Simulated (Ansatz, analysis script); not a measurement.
# Sr2NiWO6: E(q) by the generalised Bloch theorem

Does a spiral lie below the collinear start of Sr2NiWO6, and how stiff are the moments?

Main program and level: Ansatz 0.2.0; PBEsol with U = 6 eV on Ni d (ortho-atomic projectors), PAW set soft_1 (files made for PBE).

**What experiment says.**

For Sr2NiWO6, tetragonal B-site ordered double perovskite (solid-state synthesised polycrystal, 1.5 K), “Type-II antiferromagnetic ordering in double perovskite oxide Sr2NiWO6” (2023, arxiv:2303.14370) gives, by neutron powder diffraction, Rietveld refinement: moment (ordered moment per Ni2+) 1.9 ± 0.2 μB.

## 1. The structure

The structure is tetragonal, space group I4/m (No. 87). The conventional cell has a = 5.557 Å, b = 5.557 Å, c = 7.913 Å, α = 90.00°, β = 90.00°, γ = 90.00°. Nearest to Sr lie 12 O at 2.62 to 2.97 Å. Nearest to Ni lie 6 O at 2.02 to 2.04 Å. Nearest to W lie 6 O at 1.92 to 1.94 Å. Nearest to O lie 1 W at 1.92 Å and 1 Ni at 2.04 Å and 4 Sr at 2.62 to 2.97 Å. O has 1 W at 1.94 Å and 1 Ni at 2.02 Å and 4 Sr at 2.78 Å nearest. Farther neighbours and most contacts between anions are not listed.

Structure file:

```cif
data_structure
_symmetry_space_group_name_H-M 'P 1'
_symmetry_Int_Tables_number 1
_cell_length_a 5.5763
_cell_length_b 5.5763
_cell_length_c 5.5763
_cell_angle_alpha 120.228
_cell_angle_beta 120.228
_cell_angle_gamma 89.606
_cell_volume 122.18
loop_
_atom_site_label
_atom_site_type_symbol
_atom_site_fract_x
_atom_site_fract_y
_atom_site_fract_z
_atom_site_occupancy
Sr1 Sr 0.75000 0.25000 0.50000 1
Sr2 Sr 0.25000 0.75000 0.50000 1
Ni3 Ni 0.00000 0.00000 0.00000 1
W4 W 0.50000 0.50000 0.00000 1
O5 O 0.22700 0.28900 0.51600 1
O6 O 0.28900 0.77300 0.06200 1
O7 O 0.77300 0.71100 0.48400 1
O8 O 0.71100 0.22700 0.93800 1
O9 O 0.25500 0.25500 0.00000 1
O10 O 0.74500 0.74500 0.00000 1
```

## 2. Starting state

A collinear run comes first: it shows whether moments survive, and how large they are.

Input file input.yaml:

```yaml
crystal:
  lattice:
    - [-2.77855, 2.77855, 3.95655]
    - [2.77855, -2.77855, 3.95655]
    - [2.77855, 2.77855, -3.95655]
  atoms:
    - { symbol: Sr, position: [0.75, 0.25, 0.5] }
    - { symbol: Sr, position: [0.25, 0.75, 0.5] }
    - { symbol: Ni, position: [0.0, 0.0, 0.0], spin: 2.0 }
    - { symbol: W, position: [0.5, 0.5, 0.0] }
    - { symbol: O, position: [0.227, 0.289, 0.516] }
    - { symbol: O, position: [0.289, 0.773, 0.062] }
    - { symbol: O, position: [0.773, 0.711, 0.484] }
    - { symbol: O, position: [0.711, 0.227, 0.938] }
    - { symbol: O, position: [0.255, 0.255, 0.0] }
    - { symbol: O, position: [0.745, 0.745, 0.0] }
magnetization:
  spin_polarized: true
kpoints:
  mp_grid: { grid: [4, 4, 4] }
hamiltonian:
  xc: pbesol
  hubbard:
    projectors: ortho-atomic
    sites: [{ species: Ni, l: d, u_eff: 6.0 }]
  pseudopotentials: { kind: paw, azcp: { folder: soft_1 }, xc_functional: pbe }
scf:
  occupations: { method: fermi_dirac, width: 0.05 }
  max_iter: 120
  convergence: { dr2_threshold: 1.0e-08 }
output:
  write_density: true
  write_potential: true
  elf: true
  volumetric_format: npy
```

Started as:

```bash
> ansatz run input.yaml --threads 2 --pin off --max-ram 5632MiB --backend cpu --events-out ev --progress --plain --runs-dir out
```

Numbers of over 12 decimals in the logs are rounded to 6 here.

Log:

```text
Engine: ansatz 0.2.0, aarch64-unknown-linux-gnu
Pseudopotentials: kind: paw
Pseudopotential: Sr, paw, valence charge 10, recommended cutoff 420 eV (normal), soft_1/Sr.paw.azcp
Pseudopotential: Ni, paw, valence charge 18, recommended cutoff 420 eV (normal), soft_1/Ni.paw.azcp
Pseudopotential: W, paw, valence charge 14, recommended cutoff 420 eV (normal), soft_1/W.paw.azcp
Pseudopotential: O, paw, valence charge 6, recommended cutoff 420 eV (normal), soft_1/O.paw.azcp
Functional definition: PBEsol
  exchange = pbesol_x
  correlation = pbesol_c
Crystal: 10 atoms, lattice volume = 122.184 Å³
Basis set: ecut = 420 eV, 2421 PW (Γ)
Bands: 55, of which v1, the nominal top of the filled ones, is band 44 counted from 1 (43 counted from 0)
Symmetry: 8 space group operations
Space group: I4/m (ITA 87), of the structure as read, at distance tolerance 5.0e-5 Å
Magnetic group: BNS 87.75 (UNI 735), of the structure as read, at distance tolerance 5.0e-5 Å
k-points: 14 of 64
Non-local potential: Sr, projectors of the file, l = 0: 3, l = 1: 2, l = 2: 2
Non-local potential: Ni, projectors of the file, l = 0: 3, l = 1: 2, l = 2: 3, l = 3: 1
Non-local potential: W, projectors of the file, l = 0: 3, l = 1: 2, l = 2: 2, l = 3: 1
Non-local potential: O, projectors of the file, l = 0: 2, l = 1: 2, l = 2: 1
PAW form: soft (Blöchl's): semilocal exchange-correlation on the pseudo side does not see the compensation charge
PAW frozen core: Sr, regenerated for the run's functional, and the local potential with it (the file was generated under x = pbe(κ = 0.804, μ = 0.219515), c = pbe(β = 0.066725))
PAW frozen core: Ni, regenerated for the run's functional, and the local potential with it (the file was generated under x = pbe(κ = 0.804, μ = 0.219515), c = pbe(β = 0.066725))
PAW frozen core: W, regenerated for the run's functional, and the local potential with it (the file was generated under x = pbe(κ = 0.804, μ = 0.219515), c = pbe(β = 0.066725))
PAW frozen core: O, regenerated for the run's functional, and the local potential with it (the file was generated under x = pbe(κ = 0.804, μ = 0.219515), c = pbe(β = 0.066725))
PAW one-centre angular grid: Sr, 110 points (default); XC on 64 Gauss nodes
PAW one-centre angular grid: Ni, 590 points (default); XC on 64 Gauss nodes
PAW one-centre angular grid: W, 590 points (default); XC on 64 Gauss nodes
PAW one-centre angular grid: O, 110 points (default); XC on 64 Gauss nodes
Initial density: superposition of atomic densities (chi_scale 0.1, normalization cell, long waves kept (reshape's long-wave potential 0.01 eV rms))
Starting moments: Σ|m| = 2 μB on 1 of 10 sites
Initial wavefunctions: pseudopotential atomic-orbital guess
Functional: x = pbesol(κ = 0.804, μ = 0.123457), c = pbesol(β = 0.046)
SCF iter   1: F=—  HF=-26431.278249 eV  |F-HF|=—  |Δ(HF+E_count)|=         —  Δρ=1.96e-1 (↑5.71e-2 ↓1.96e-1)  dr2=8.28e1  dr2_m=6.67e0  M=0.746 μB ∫|m|=0.760 μB  β_m=0.30  ethr=3.10e-3  ⟨swp⟩=9.6  Hψ=7522  notcnv=0
preconditioner: auto → Kerker (q_TF=auto, 2.583 Å⁻¹)  [metal: Δε(μ)=0.007 eV  Ē_g=13.999 eV  σ=0.050 eV  W_gap=0.04  n_scr=26 (ndim 8)  ℏωp=27.7 eV  f_vac=0.000  D(μ)=7.60/eV (n_scr^D=64)]
spin=Collinear: Kerker preconditioning applied to the charge; magnetization (m = ρ↑ − ρ↓) channel mixes plain (no charge-response kernel on spin).
SCF iter   2: F=—  HF=-26421.374726 eV  |F-HF|=—  |Δ(HF+E_count)|=    9.90e0  Δρ=4.52e-2 (↑3.75e-2 ↓4.52e-2)  dr2=1.54e1  dr2_m=2.45e-1  M=1.978 μB ∫|m|=2.008 μB  β_m=1.00  ethr=3.10e-3  ⟨swp⟩=4.0  Hψ=3850  notcnv=0  defer=101
preconditioner: auto → Resta (q_TF=auto, 2.583 Å⁻¹)  ε∞=5.3  [insulator: Δε(μ)=0.205 eV  Ē_g=13.403 eV  σ=0.050 eV  W_gap=0.75  n_scr=26 (ndim 8)  ℏωp=27.7 eV  f_vac=0.000  D(μ)=0.41/eV (n_scr^D=0)  ε∞_Penn≈5.3]
spin=Collinear: Resta preconditioning applied to the charge; magnetization (m = ρ↑ − ρ↓) channel mixes plain (no charge-response kernel on spin).
SCF iter   3: F=—  HF=-26418.890819 eV  |F-HF|=—  |Δ(HF+E_count)|=    2.48e0  Δρ=2.42e-2 (↑2.27e-2 ↓2.42e-2)  dr2=4.89e0  dr2_m=3.39e-2  M=2.000 μB ∫|m|=2.089 μB  β_m=1.00  ethr=3.10e-3  ⟨swp⟩=3.1  Hψ=3349  notcnv=0  defer=105
SCF iter   4: F=—  HF=-26418.369558 eV  |F-HF|=—  |Δ(HF+E_count)|=   5.21e-1  Δρ=1.62e-2 (↑1.09e-2 ↓1.62e-2)  dr2=5.43e-1  dr2_m=7.79e-2  M=2.000 μB ∫|m|=2.104 μB  β_m=1.00  ethr=3.10e-3  ⟨swp⟩=4.6  Hψ=3446  notcnv=0  defer=108
SCF iter   5: F=—  HF=-26419.013586 eV  |F-HF|=—  |Δ(HF+E_count)|=   6.44e-1  Δρ=1.84e-2 (↑1.32e-2 ↓1.84e-2)  dr2=1.26e0  dr2_m=1.66e-2  M=2.000 μB ∫|m|=2.094 μB  β_m=1.00  ethr=6.17e-4  ⟨swp⟩=4.0  Hψ=3339  notcnv=0  defer=113
SCF iter   6: F=—  HF=-26419.063354 eV  |F-HF|=—  |Δ(HF+E_count)|=   4.98e-2  Δρ=7.55e-3 (↑4.77e-3 ↓7.55e-3)  dr2=2.21e-1  dr2_m=2.92e-3  M=2.000 μB ∫|m|=2.080 μB  β_m=0.30  ethr=6.17e-4  ⟨swp⟩=3.8  Hψ=3193  notcnv=0  defer=131
Mixer restart at iter 6: flushing history
spin-set hold released at iteration 6 (site moments contracting): the magnetisation degrees of freedom join the quasi-Newton model from the next iteration; the mixer history was flushed
SCF iter   7: F=—  HF=-26419.211379 eV  |F-HF|=—  |Δ(HF+E_count)|=   1.48e-1  Δρ=5.64e-3 (↑2.86e-3 ↓5.64e-3)  dr2=1.09e-1  dr2_m=3.72e-3  M=2.000 μB ∫|m|=2.076 μB  β_m=0.65  ethr=2.51e-4  ⟨swp⟩=2.2  Hψ=1813  notcnv=0  defer=133
SCF iter   8: F=—  HF=-26419.382443 eV  |F-HF|=—  |Δ(HF+E_count)|=   1.71e-1  Δρ=3.26e-3 (↑1.21e-3 ↓3.26e-3)  dr2=2.26e-2  dr2_m=2.03e-3  M=2.000 μB ∫|m|=2.064 μB  β_m=0.61  ethr=1.24e-4  ⟨swp⟩=2.9  Hψ=2882  notcnv=0  defer=134
SCF iter   9: F=—  HF=-26419.376654 eV  |F-HF|=—  |Δ(HF+E_count)|=   5.79e-3  Δρ=1.60e-3 (↑1.60e-3 ↓1.01e-3)  dr2=3.37e-3  dr2_m=1.69e-4  M=2.000 μB ∫|m|=2.059 μB  β_m=0.69  ethr=2.57e-5  ⟨swp⟩=2.2  Hψ=3075  notcnv=0  defer=148
[...]
SCF iter  13: F=—  HF=-26419.377015 eV  |F-HF|=—  |Δ(HF+E_count)|=   6.53e-6  Δρ=3.43e-5 (↑1.72e-5 ↓3.43e-5)  dr2=1.07e-6  dr2_m=2.33e-7  M=2.000 μB ∫|m|=2.056 μB  β_m=0.89  ethr=6.51e-9  ⟨swp⟩=2.0  Hψ=2621  notcnv=0  defer=148
SCF iter  14: F=—  HF=-26419.377023 eV  |F-HF|=—  |Δ(HF+E_count)|=   8.05e-6  Δρ=2.58e-5 (↑1.30e-5 ↓2.58e-5)  dr2=7.53e-7  dr2_m=1.16e-7  M=2.000 μB ∫|m|=2.056 μB  β_m=0.94  ethr=1.21e-9  ⟨swp⟩=2.4  Hψ=2670  notcnv=0  defer=148
SCF iter  15: F=—  HF=-26419.377026 eV  |F-HF|=—  |Δ(HF+E_count)|=   3.24e-6  Δρ=2.32e-5 (↑1.75e-5 ↓2.32e-5)  dr2=1.27e-6  dr2_m=5.71e-8  M=2.000 μB ∫|m|=2.056 μB  β_m=0.97  ethr=8.56e-10  ⟨swp⟩=2.2  Hψ=2579  notcnv=0  defer=148
SCF iter  16: F=—  HF=-26419.377030 eV  |F-HF|=—  |Δ(HF+E_count)|=   3.15e-6  Δρ=1.70e-5 (↑1.61e-5 ↓1.70e-5)  dr2=1.02e-6  dr2_m=1.41e-8  M=2.000 μB ∫|m|=2.056 μB  β_m=0.92  ethr=8.56e-10  ⟨swp⟩=2.7  Hψ=2698  notcnv=0  defer=148
SCF iter  17: F=—  HF=-26419.377030 eV  |F-HF|=—  |Δ(HF+E_count)|=   3.57e-7  Δρ=9.24e-6 (↑4.08e-6 ↓9.24e-6)  dr2=1.72e-7  dr2_m=9.60e-9  M=2.000 μB ∫|m|=2.056 μB  β_m=0.90  ethr=8.56e-10  ⟨swp⟩=2.0  Hψ=2435  notcnv=0  defer=148
iter 18 met the thresholds in force, and the SCF goes on: an eigenvalue changes by 0.22 meV, over its tolerance of 0.16 meV (output.eigenvalues, Limitations)
SCF iter  18: F=-26419.377030 eV  HF=-26419.377030 eV  |F-HF|=2.44e-9  |Δ(HF+E_count)|=   9.77e-9  Δρ=1.48e-6 (↑1.48e-6 ↓1.07e-6)  dr2=4.06e-9  dr2_m=2.52e-10  M=2.000 μB ∫|m|=2.056 μB  β_m=0.95  ethr=1.14e-11  ⟨swp⟩=12.2  Hψ=7294  notcnv=0
SCF iter  19: F=-26419.377030 eV  HF=-26419.377030 eV  |F-HF|=5.75e-10  |Δ(HF+E_count)|=  9.68e-10  Δρ=4.03e-7 (↑4.03e-7 ↓2.39e-7)  dr2=3.33e-10  dr2_m=1.16e-11  M=2.000 μB ∫|m|=2.056 μB  ethr=4.61e-12  ⟨swp⟩=1.1  Hψ=4277  notcnv=0
SCF 1 converged in 19 iterations: F = -26419.377030 eV  dr2 = 3.33e-10
  greatest PAW one-centre occupation: 1.002 electrons in one spin orbital (limit 2), on the Ni atom at site 2 (counted from 0), in its partial waves of l = 1
Symmetry: 2 space group operations
k-points: 36 of 64
Initial density: read from a saved state, or passed on in memory by an earlier SCF of this step, an earlier step, the calling program or the single point that the run made first
Starting moments: Σ|m| = 2 μB on 1 of 10 sites; this step starts from the density that it was given
Initial wavefunctions: those read from a saved state, or passed on in memory by an earlier step or the calling program
iter 1 solved again at ethr=1.00e-12 eV; its pass at ethr=1.14e-6 eV (dr2=3.62e-10 eV) is discarded
SCF iter   1: F=—  HF=-26419.377030 eV  |F-HF|=—  |Δ(HF+E_count)|=         —  Δρ=4.20e-7 (↑4.20e-7 ↓2.71e-7)  dr2=3.61e-10  dr2_m=1.17e-11  M=2.000 μB ∫|m|=2.056 μB  ethr=1.00e-12  ⟨swp⟩=1.0  Hψ=18610  notcnv=0
preconditioner: auto → Resta (q_TF=auto, 2.583 Å⁻¹)  ε∞=5.2  [insulator: Δε(μ)=2.653 eV  Ē_g=13.487 eV  σ=0.050 eV  W_gap=1.00  n_scr=26 (ndim 8)  ℏωp=27.7 eV  f_vac=0.002  D(μ)=0.00/eV (n_scr^D=0)  ε∞_Penn≈5.2]
spin=Collinear: Resta preconditioning applied to the charge; magnetization (m = ρ↑ − ρ↓) channel mixes plain (no charge-response kernel on spin).
an SCF along what the orbitals of the run's state read of its open shells (or to have them read: on a GPU, or by another smearing), with 6 of the crystal's symmetry operations given up (36 k-points in place of 14), reached no lower state that the run goes on to. This is no proof of a minimum
SCF converged after 19 iterations
an eigenvalue changed by more than its tolerance at an iteration that met the thresholds in force, so the SCF went on 1 time: the last check found none over its tolerance
Magnetization: 2.0000 μB (45.0000 up, 43.0000 down)
Absolute magnetization: 2.0520 μB (∫|ρ↑−ρ↓|, with the PAW one-centre terms)
Spin contamination: 0.0030 ħ² per cell (⟨S²⟩ above its minimum at these occupations)
Per-site moments (μB) at R_I (Å): [(-0.000920837, 1.081956), (-0.000920837, 1.081956), (1.693855, 0.83235920625), (0.021727, 0.790928), (0.035393, 0.790928), (0.035393, 0.790928), (0.035393, 0.790928), (0.035393, 0.790928), (0.034820, 0.79971766875), (0.034820, 0.79971766875)]
Free energy (F): -26419.377030 eV
Harris-Foulkes:  -26419.377030 eV  (|F-HF|=5.75e-10)
Internal energy: -26419.377030 eV  (E = F + TS)
E sigma→0 (E₀):  -26419.377030 eV
Fermi energy:    11.761761 eV
--- Per-component energies (eV) ---
  E_band       = -699.549475
  E_kinetic    = 2224.236929
  E_local      = -8012.992657  (includes V_loc(G=0)·N_el)
  E_nonlocal   = 651.257237
  E_hartree    = 3395.616059
  E_xc         = -1148.806342
  E_vxc        = -1230.306099  (∫ρ·V_xc dr)
  E_hubbard    = 0.963967  (on-site DFT+U / exact-exchange correction)
  E_vhub       = -22.927728  (the Hubbard potential's part of the band-sum identity)
  E_paw        = -16291.919024  (= ΣΔE_a)
  E_vpaw       = -1100.056469  (= ΣTr[D̂ρ^β])
  E_aug_tail   = 0.005622  (compensation charges beyond the density's cutoff)
  E_ewald      = -7238.638391
  E_core_change = 0.899570  (= ΣΔE_core)
  E_smearing   = -0.000000  (= −TS)
  E_closure    = -0.000000  (closes the sum)
  Σ components = -26419.377030   (vs F -26419.377030, Δ=0.00e0)
--- Band table (eV; the first three rows and the last of 28) ---
  k-point 0 ↑: bands = [... 40 lower, 9.4695, 9.4695, 9.7451, 9.9438, 9.9438, 13.2989, 13.2989, 13.4433, ... 7 higher]
  k-point 1 ↑: bands = [... 40 lower, 9.1620, 9.5239, 9.5659, 9.8254, 9.9277, 13.2094, 13.6375, 13.7257, ... 7 higher]
  k-point 2 ↑: bands = [... 40 lower, 9.0807, 9.1325, 9.3102, 9.5914, 9.9031, 13.1371, 14.0223, 14.0457, ... 7 higher]
  k-point 13 ↓: bands = [... 40 lower, 9.6367, 9.6367, 9.8419, 13.0578, 13.9711, 14.0573, 14.0944, 14.0944, ... 7 higher]
Occupation matrices written to <dir>
```

It took 20 s on 2 threads of Arm Neoverse V2, shared host; peak memory 1.1 GiB; 40 s of CPU time.

The column dr2 measures how far the density is from self-consistency, as an energy; F and HF (Harris–Foulkes) agree once it is small.

Spin moment in the atom's sphere by atom:

| atom | spin moment in the atom's sphere (μB) |
| --- | --- |
| Sr1 | 0.00 |
| Sr2 | 0.00 |
| Ni3 | 1.69 |
| W4 | 0.02 |
| O5 | 0.04 |
| O6 | 0.04 |
| O7 | 0.04 |
| O8 | 0.04 |
| O9 | 0.03 |
| O10 | 0.03 |

Tables count atoms from 1; parts of the log count from 0.

The run ends ferromagnetic, with a net moment of 2 μB a cell. With one Ni atom carrying the moment, parallel order of its images is forced by the cell, not found.

Spin density in the ac plane of the conventional cell at fractional y = 0.000, with atoms of Sr and Ni and W and O within 0.2 Å of it.

Ten even steps from '_' (0.0 e/Å³) to '@' (5.0 e/Å³), each cell a mean:
```
**__________________________--
..____________________________
______________________________
______________________________
______________________________
______________________________
______________________________
______________________________
______________________________
______________________________
______________________________
______________________________
______________________________
______________________________
______________________________
______________________________
______________________________
______________________________
______________________________
::__________________________..
@@..________________________++
```
Columns run along a (5.6 Å), rows up along c (7.9 Å), edges of the conventional cell, whose origin can differ from the input's. Atoms in or near the plane, at fractional coordinates: Sr at (0.50, 0.75), Sr at (0.50, 0.25), Ni at (0.00, 0.00), W at (0.00, 0.50), O at (0.00, 0.26), O at (0.00, 0.74).

Valence density in the ac plane of the conventional cell at fractional y = 0.000, with atoms of Sr and Ni and W and O within 0.2 Å of it. It is the smooth field of the valence electrons, not physical close to the nuclei.

Ten steps, logarithmic in the rise over the least value, from '_' (0 e/Å³) to '@' (43 e/Å³), each cell a mean:
```
@@**::__________________..==%%
==::..____________________..--
....________..::..__________..
--::______..------::______..--
++==..____::==--==--..__..--++
**==..____::==--==--..__..--++
==--..____..------::..____::==
::..________..::....______..::
==--..____________________::==
++==::..________________..==++
++++--..________________..==++
++==::__________________..--++
--::..________..__________..--
--::..____..::--::..______..::
++--..____::--====--..____::==
**==..____::==------..__..--++
++--..____::--====--..____::==
::..______..::----..______..::
::..__________..__________....
**==..____________________::**
@@**::__________________..==@@
```
Columns run along a (5.6 Å), rows up along c (7.9 Å), edges of the conventional cell, whose origin can differ from the input's. Atoms in or near the plane, at fractional coordinates: Sr at (0.50, 0.75), Sr at (0.50, 0.25), Ni at (0.00, 0.00), W at (0.00, 0.50), O at (0.00, 0.26), O at (0.00, 0.74).

ELF in the ac plane of the conventional cell at fractional y = 0.000, with atoms of Sr and Ni and W and O within 0.2 Å of it. It is the smooth field of the valence electrons, not physical close to the nuclei.

Ten even steps from '_' (0.03) to '@' (0.90), each cell a mean:
```
%%==..__________________..--##
::::..________....________..::
::::..____::++##**--______..::
%%##==__..**%%%%%%%%--__::**##
**%%##..::%%##::++@@++__==%%##
++%%##::::%%##::++%%++__++%%**
####++....**@@%%%%%%--__--##%%
==--::____::++##**--____..--==
++==......____....____....--++
++**--......________......++**
::**--..::..______......::**==
****::....__________......==**
==--..______::==--..____..::==
**++--____==##%%%%**..__::==**
##%%**..::##%%++##@@==__==%%##
==%%##::::%%##..==%%**__++%%**
##%%**..::%%%%++##%%++__==%%%%
**++::____==%%%%%%**::__..==**
......______::==--..______....
++--..__________________..::==
@@++..__..__________..__..--%%
```
Columns run along a (5.6 Å), rows up along c (7.9 Å), edges of the conventional cell, whose origin can differ from the input's. Atoms in or near the plane, at fractional coordinates: Sr at (0.50, 0.75), Sr at (0.50, 0.25), Ni at (0.00, 0.00), W at (0.00, 0.50), O at (0.00, 0.26), O at (0.00, 0.74).

Each spiral starts from these moments, tilted 90° from the rotation axis z (a flat spiral), and is free to relax. Spin–orbit coupling is switched off, so the energy does not depend on how the axis lies in the crystal. The folder named start holds the saved collinear state, from which each run begins.

The runs on spinors take the mesh 8×8×8.

(Part 1 of 2 ends here.)

[Logs and program files are shortened in this print: banners, set-up blocks, solver, clock and traceback lines can be left out without a mark of their own.]

[Logs are printed without paths, hosts, clocks, repeated set-up lines and the standing remarks that a program may print on its own settings, such as how far it seeks lower states.]

[Hosts, paths, dates, database ids (printed as entryN), source tags and the programs' standing remarks are cut or masked in the printed files.]
